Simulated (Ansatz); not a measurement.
# twin(10-11) boundary in hcp Ru: structure and resistance, part 2 of 2

Wanted: what the twin(10-11) boundary in hcp Ru costs an interconnect.

Ansatz 0.2.0; Ansatz plane-wave DFT, PBE, PAW files; relaxation of a bicrystal slab with its lowest layers held; PAW set soft_1 (the session's first sound run).

So far. Step 2 (Relaxing the bicrystal): The largest force component on a free atom ends at 0.023 eV/Å, under the tolerance of 0.03, after 6 steps.

## 3. Transmission across the boundary

Bulk layers of each grain are laid under and over the relaxed boundary, and a lead is named in the middle of each, away from the free faces. The mesh across the current, 24×24, is finer than the density's, because channels open and close sharply across the zone. Energies from -0.1 to 0.1 eV in steps of 0.05 eV are too few for the program's thermal sum, so it prints no conductance; for a metal the transmission near the Fermi level serves, at a fraction of the cost.

This step: Ansatz plane-wave DFT, PBE, PAW files; ballistic transport by layer matching (Landauer), zero bias; boundary relaxed in a short slab, bulk layers laid on; PAW set soft_1 (Ansatz 0.2.0).

System of this step: twin(10-11) boundary in hcp Ru. The cell holds 44 atoms: 44 Ru. Its edges and angles: a = 5.065 Å, b = 2.706 Å, c = 51.665 Å, α = 90.0°, β = 90.0°, γ = 74.5°. It derives from Ru. Regions: lower grain, 18 atoms (18 Ru); boundary, 12 atoms (12 Ru); upper grain, 14 atoms (14 Ru). Vacuum lies along c.

File input.yaml:

```yaml
crystal:
  lattice:
    - [5.0651773167, 0.0, 0.0]
    - [0.7227144463, 2.6074963987, 0.0]
    - [0.0, 0.0, 51.6651608043]
  atoms:
    - { symbol: Ru, position: [3.515594724, -6.4661306952, 0.0774216113] }
    - { symbol: Ru, position: [2.9771836862, -7.1969251764, 0.0840527961] }
    - { symbol: Ru, position: [3.285128497, -5.8508975817, 0.1172087201] }
    - { symbol: Ru, position: [2.7467174592, -6.5816920629, 0.1238399049] }
    - { symbol: Ru, position: [3.05466227, -5.2356644683, 0.1569958289] }
    - { symbol: Ru, position: [2.5162512322, -5.9664589494, 0.1636270137] }
    - { symbol: Ru, position: [2.824196043, -4.6204313548, 0.1967829376] }
    - { symbol: Ru, position: [2.2857850052, -5.351225836, 0.2034141224] }
    - { symbol: Ru, position: [2.593729816, -4.0051982413, 0.2365700464] }
    - { symbol: Ru, position: [2.0553187782, -4.7359927225, 0.2432012312] }
    - { symbol: Ru, position: [2.363263589, -3.3899651278, 0.2763571551] }
    - { symbol: Ru, position: [1.8248525512, -4.120759609, 0.2829883399] }
    - { symbol: Ru, position: [2.132797362, -2.7747320143, 0.3161442639] }
    - { symbol: Ru, position: [1.5943863242, -3.5055264955, 0.3227754487] }
    - { symbol: Ru, position: [1.902331135, -2.1594989008, 0.3559313727] }
    - { symbol: Ru, position: [1.3639200972, -2.890293382, 0.3625625574] }
    - { symbol: Ru, position: [1.671864908, -1.5442657873, 0.3957184814] }
    - { symbol: Ru, position: [1.1334538702, -2.2750602685, 0.4023496662] }
    - { symbol: Ru, position: [0.441398681, 0.0709673262, 0.4355055902] }
    - { symbol: Ru, position: [0.9029876432, 0.3401728451, 0.442136775] }
    - { symbol: Ru, position: [0.2091550097, 0.6870891618, 0.4759944741] }
    - { symbol: Ru, position: [0.6710794994, 0.956126917, 0.4822081665] }
    - { symbol: Ru, position: [0.9772233753, 0.303054979, 0.5153690331] }
    - { symbol: Ru, position: [0.4475292884, 0.5679020225, 0.5230936755] }
    - { symbol: Ru, position: [0.742148811, 0.9205922612, 0.5599818573] }
    - { symbol: Ru, position: [0.2025173296, 0.1904080019, 0.5598712611] }
    - { symbol: Ru, position: [0.447408859, 0.5679622371, 0.5967966716] }
    - { symbol: Ru, position: [0.9769545706, 0.3031893813, 0.6043425784] }
    - { symbol: Ru, position: [0.6707268044, 0.9563032645, 0.637579795] }
    - { symbol: Ru, position: [0.2085171545, 0.6874080894, 0.6439262749] }
    - { symbol: Ru, position: [0.9008826875, -1.6587746771, 0.6772245513] }
    - { symbol: Ru, position: [1.4392937253, -0.927980196, 0.6838557361] }
    - { symbol: Ru, position: [1.1313489145, -2.2740077906, 0.7170116601] }
    - { symbol: Ru, position: [1.6697599523, -1.5432133094, 0.7236428449] }
    - { symbol: Ru, position: [1.3618151415, -2.8892409041, 0.7567987688] }
    - { symbol: Ru, position: [1.9002261793, -2.1584464229, 0.7634299536] }
    - { symbol: Ru, position: [1.5922813685, -3.5044740176, 0.7965858776] }
    - { symbol: Ru, position: [2.1306924063, -2.7736795364, 0.8032170624] }
    - { symbol: Ru, position: [1.8227475955, -4.1197071311, 0.8363729863] }
    - { symbol: Ru, position: [2.3611586333, -3.3889126499, 0.8430041711] }
    - { symbol: Ru, position: [2.0532138225, -4.7349402446, 0.8761600951] }
    - { symbol: Ru, position: [2.5916248603, -4.0041457634, 0.8827912799] }
    - { symbol: Ru, position: [2.2836800495, -5.3501733581, 0.9159472039] }
    - { symbol: Ru, position: [2.8220910873, -4.6193788769, 0.9225783887] }
kpoints:
  mp_grid: { grid: [10, 10, 1] }
hamiltonian:
  xc: pbe
  pseudopotentials: { kind: paw, azcp: { folder: soft_1 } }
scf:
  occupations: { method: fermi_dirac, width: 0.1 }
output:
  transmission:
    leads: [[10, 12], [34, 36]]
    kmesh: [24, 24]
    e_range: [-0.1, 0.1]
    de: 0.05
  write_potential: true
  write_density: true
  volumetric_format: npy
  elf: true
```

Started as:

```
> ansatz run input.yaml --threads 4 --pin off --max-ram 15360MiB --backend cpu --events-out ev --progress --plain --runs-dir out
```

Numbers of over 12 decimals in the logs are rounded to 6 here.

The program printed:

```text
[...]
Crystal: 44 atoms, lattice volume = 682.364 Å³
Basis set: ecut = 420 eV, 13457 PW (Γ)
Bands: 423, of which v1, the nominal top of the filled ones, is band 352 counted from 1 (351 counted from 0)
Symmetry: 2 space group operations
[...]
k-points: 31 of 100 (time reversal used)
[...]
SCF iter   1: F=—  HF=-258687.081273 eV  |F-HF|=—  |Δ(HF+E_count)|=         —  Δρ=1.13e-1  dr2=2.06e2  ethr=3.10e-3  ⟨swp⟩=6.6  Hψ=46435  notcnv=0
[...]
SCF iter  12: F=-258659.324647 eV  HF=-258659.324647 eV  |F-HF|=1.80e-8  |Δ(HF+E_count)|=   8.44e-9  Δρ=1.08e-6  dr2=2.40e-8  ethr=1.42e-11  ⟨swp⟩=2.1  Hψ=23365  notcnv=0
SCF 1 converged in 12 iterations: F = -258659.324647 eV  dr2 = 2.40e-8
[...]
transmission: 976 of 9734 steps passed
transmission: 1948 of 9734 steps passed
[...]
transmission: 9734 of 9734 steps passed
WARN: The output density's exchange-correlation potential varies sharply where the density is thin. Do not read a vacuum level from v_tot or v_xc, or from such a field of the output density. On a cell that repeats whose density bears no net charge and no dipole along the vacuum's axis use v_es (v_loc + v_h of the components); under efield.dipole_correction with no amplitude use v_es + v_field, which holds any externa [...]
SCF converged after 12 iterations
Free energy (F): -258659.324647 eV
[...]
Internal energy: -258657.922756 eV  (E = F + TS)
E sigma→0 (E₀):  -258658.623701 eV
Entropy (-TS):   -1.401891 eV (-31.861 meV/atom)
Fermi energy:    19.836561 eV
[...]
--- Band table (eV; the first three rows and the last of 31) ---
  k-point 0: bands = [... 348 lower, 19.2915, 19.3147, 19.3608, 19.3736, 19.3981, 19.4018, 19.4450, 19.4589, ... 67 higher]
  k-point 1: bands = [... 348 lower, 19.1386, 19.1566, 19.1723, 19.1985, 19.2379, 19.2461, 19.2841, 19.2915, ... 67 higher]
  k-point 2: bands = [... 348 lower, 18.9391, 18.9762, 18.9969, 19.0181, 19.0774, 19.1140, 19.1278, 19.1463, ... 67 higher]
  k-point 30: bands = [... 348 lower, 19.6387, 19.6479, 19.6495, 19.7283, 19.7716, 19.7732, 19.7830, 19.8035, ... 67 higher]
--- Transmission ---
  basis      : 117 plane waves across, 62 finite elements along
  points     : 157, standing for a mesh of 24 x 24
  energies   : 5 from -0.100000 to 0.100000 eV about the Fermi level, 0.050000 eV apart; the leads are filled to 0.000000 eV, and channels, transmission and decay are at 0.000000 eV
  crystal 0  : Ru2, at the sites [10, 12], period 2.0556 Å, over 20.56 Å; its Hamiltonian steps by up to 2.5 meV
    offset         : up to 0.0000 Å between an atom of the period and one for which it stands
    channels       : 2.791667e0 a spin
    conductance    : none, the energies end too early or step too widely for 300 K: set another output.transmission.e_range or a lower de, or, where they end at an eighth of basis.ecutwfc, a higher one
[...]
channels       : 2.791667e0 a spin
[...]
junction   : crystal 0 to crystal 1, 14.45 to 39.27 Å
    transmission   : 1.907571e0 a spin
[...]
```

Wall time 16 min (4 threads of Arm Neoverse V2, shared host); peak memory 11 GiB; 61 min of CPU time.

This step gave:

```
free energy                                    : -258659.3246 eV
energy at zero smearing                        : -258658.6237 eV
Fermi energy                                   : 19.84 eV
cell area                                      : 13.21 Å²
transmission per spin nearest the Fermi level  : 1.908
open channels per spin nearest the Fermi level : 2.792
open channels per spin, upper lead             : 2.792
step of the lead's potential                   : 2.5 meV
step of the upper lead's potential             : 13.3 meV
```

Per spin. Transmission, zone mean against energy, zero at the Fermi level:

| energy (eV) | transmission, zone mean |
| --- | --- |
| -0.1000 | 1.90 |
| -0.0500 | 1.89 |
| 0.0000 | 1.91 |
| 0.0500 | 1.89 |
| 0.1000 | 1.91 |

Per spin. Open channels, zone mean against energy, zero at the Fermi level:

| energy (eV) | lead | upper lead |
| --- | --- | --- |
| -0.1000 | 2.75 | 2.75 |
| -0.0500 | 2.78 | 2.78 |
| 0.0000 | 2.79 | 2.79 |
| 0.0500 | 2.79 | 2.79 |
| 0.1000 | 2.76 | 2.76 |

Transmission over k1 and k2. At 0.0000 eV from the Fermi level.

Ten even steps from '0' (0.11) to '9' (4.01):
```
320244442023444456654444
210244420124424435344244
221233212222213322331222
210000012222223555322222
320110235544441331444455
633133666665221112256666
633336666654222222456666
654566666653222223566666
666666665553222235556666
898766655554444455556667
888766666999999996666678
998766669989998996666789
887666669999999966666788
876665555444445555666789
666665553222235556666666
666666532222235666666545
666665422222245666663333
666665221112256666633133
355444413314444553201102
222222355532222221000001
222213322331222221233212
244244353442442102444201
344445665444432024444202
331234443213331234443213
```
Columns: k1 (b1) from -0.5 to 0.458; rows upwards: k2 (b2) from -0.5 to 0.458.

Open channels over k1 and k2. At 0.0000 eV from the Fermi level.

Ten even steps from '0' (1.00) to '9' (5.00):
```
520255552025575577775575
200255520025555557555555
020255202000225522552200
000000000000225555522000
220000225555552552555555
522022555555222222255555
525525555555222222555555
555555555555222225555555
577555555557222275555555
797555557557777755755555
777757777999999997777577
977577779999999997777577
777577779999999977775777
755555755777775575555579
555555557222275555555577
555555552222255555555555
555555522222255555552552
555555222222255555522022
255555525525555552200002
000022555552200000000000
000225522552200020255202
255555575555552002555200
557557777557552025555202
552255555225552255555225
```
Columns: k1 (b1) from -0.5 to 0.458; rows upwards: k2 (b2) from -0.5 to 0.458.

ELF in the ca plane at fractional y = 0.265, with atoms of Ru within 0.2 Å of it. It is the smooth field of the valence electrons, not physical close to the nuclei.

Ten even steps from '0' (0.00) to '9' (0.60), each cell a mean:
```
84455444444444455444444447996455898521100000
85444433444445544454444444554447999721000000
54447874443344444444443344444547999621000000
44469985443344676444443343344445787421100000
44458985444445898544444443566444343322100000
54445654433444687434444444687544444432100000
85443344566544454344344444566544334432100000
97444444799744444443355444444444433322100000
85443444899844444444444445444444543322100000
44443454689644478854444444444443444432100000
45544454345444799974444447986444445543100000
44444444344554798983344359998444444443110000
64445444445544589853444369998544454322100000
```
Columns run along c (16.0 Å, from fractional 0.69 to 1.00 of the cell), rows up along a (5.1 Å). Atoms in or near the plane, at fractional coordinates: Ru at (0.80, 0.13), Ru at (0.88, 0.05).

Electrostatic potential energy in the ca plane at fractional y = 0.265, with atoms of Ru within 0.2 Å of it. With pseudopotentials it is smooth inside the atoms' cores, unlike the true potential.

Ten even steps from '0' (-56 eV) to '9' (25 eV), each cell a mean:
```
27999999999999877789999984125887324799999999
37988789998899999999888998778984001589999999
68974358998899888998888999999985001689999999
89861027999998645799888999888997435899999999
99863137999997413689989998756899888999999999
78987678988998534799988998634799999999999999
26899998765788877899887898755799999999999999
15899998411489999999877899888898889999999999
36899997300279988899887899999998889999999999
78999998522589742379999998788998889999999999
99998999877898500048999984226899999999999999
89999999999998400038999961002799999999999999
58999999999999731269999960002798878999999999
```
Columns run along c (16.0 Å, from fractional 0.69 to 1.00 of the cell; values clipped at the 3rd and 97th percentile), rows up along a (5.1 Å). Atoms in or near the plane, at fractional coordinates: Ru at (0.80, 0.13), Ru at (0.88, 0.05).

Valence density in the ca plane at fractional y = 0.265, with atoms of Ru within 0.2 Å of it. It is the smooth field of the valence electrons, not physical close to the nuclei.

Ten steps, logarithmic in the rise over the least value, from '0' (0 e/Å³) to '9' (10 e/Å³), each cell a mean:
```
74333322223333345433322346886335787420000000
74334433233333333333333333443336998620000000
53346764333333344333443222333336898520000000
33358875322334566433343222343334676310000000
33357874322234787533333223565433333210000000
54335543333334676432333333576532222100000000
75333333456433454322344333565433322100000000
86322224688743333322345433343333332100000000
75322224799743334333344333333334432100000000
43333333677643467753333333443333332100000000
33333323344433689963222346875333322100000000
33233322233333699973222358997432332110000000
63333222223323578753222358997433444210000000
```
Columns run along c (16.0 Å, from fractional 0.69 to 1.00 of the cell), rows up along a (5.1 Å). Atoms in or near the plane, at fractional coordinates: Ru at (0.80, 0.13), Ru at (0.88, 0.05).

Over the solved energies the transmission per spin lies between 1.89 and 1.91, out of 2.77 channels of the lead on average (up to 2.79).

## 4. Specific resistance

This step: Ansatz plane-wave DFT, PBE, PAW files; ballistic transport by layer matching (Landauer), zero bias; specific resistance of the boundary; PAW set soft_1 (Ansatz 0.2.0).

This step gave:

```
area resistance                      : 0.2826 fΩ m²
T over the leads' mean channel count : 0.6849
```

Averaged over the energies near the Fermi level, 68.5 % of the channels pass, which makes 0.283 fΩ m².

By hand, with T and the leads' channels N averaged over the energies near the Fermi level: RA = A (h/2e²)(1/T − ½[1/N₁ + 1/N₂]) = 13.21×10⁻²⁰ m² × 12 906 Ω × (1/1.901 − ½[1/2.774 + 1/2.776]) = 0.283 fΩ m².

## 5. Outcome

```json
{
  "specific resistance of the boundary": "0.283 fΩ m²",
  "share of channels that pass": "0.685"
}
```

What this shows: The boundary has a specific resistance of 0.28 fΩ m². The boundary reflects 32 % of the channels; 0.28 fΩ m² is 2.8×10⁻¹² Ω·cm². One starting structure was relaxed; another shift or atom count at the boundary may lie lower.

[Logs are printed without paths, hosts, clocks, repeated set-up lines and the standing remarks that a program may print on its own settings, such as how far it seeks lower states.]

[Hosts, paths, dates, database ids (printed as entryN), source tags and the programs' standing remarks are cut or masked in the printed files.]
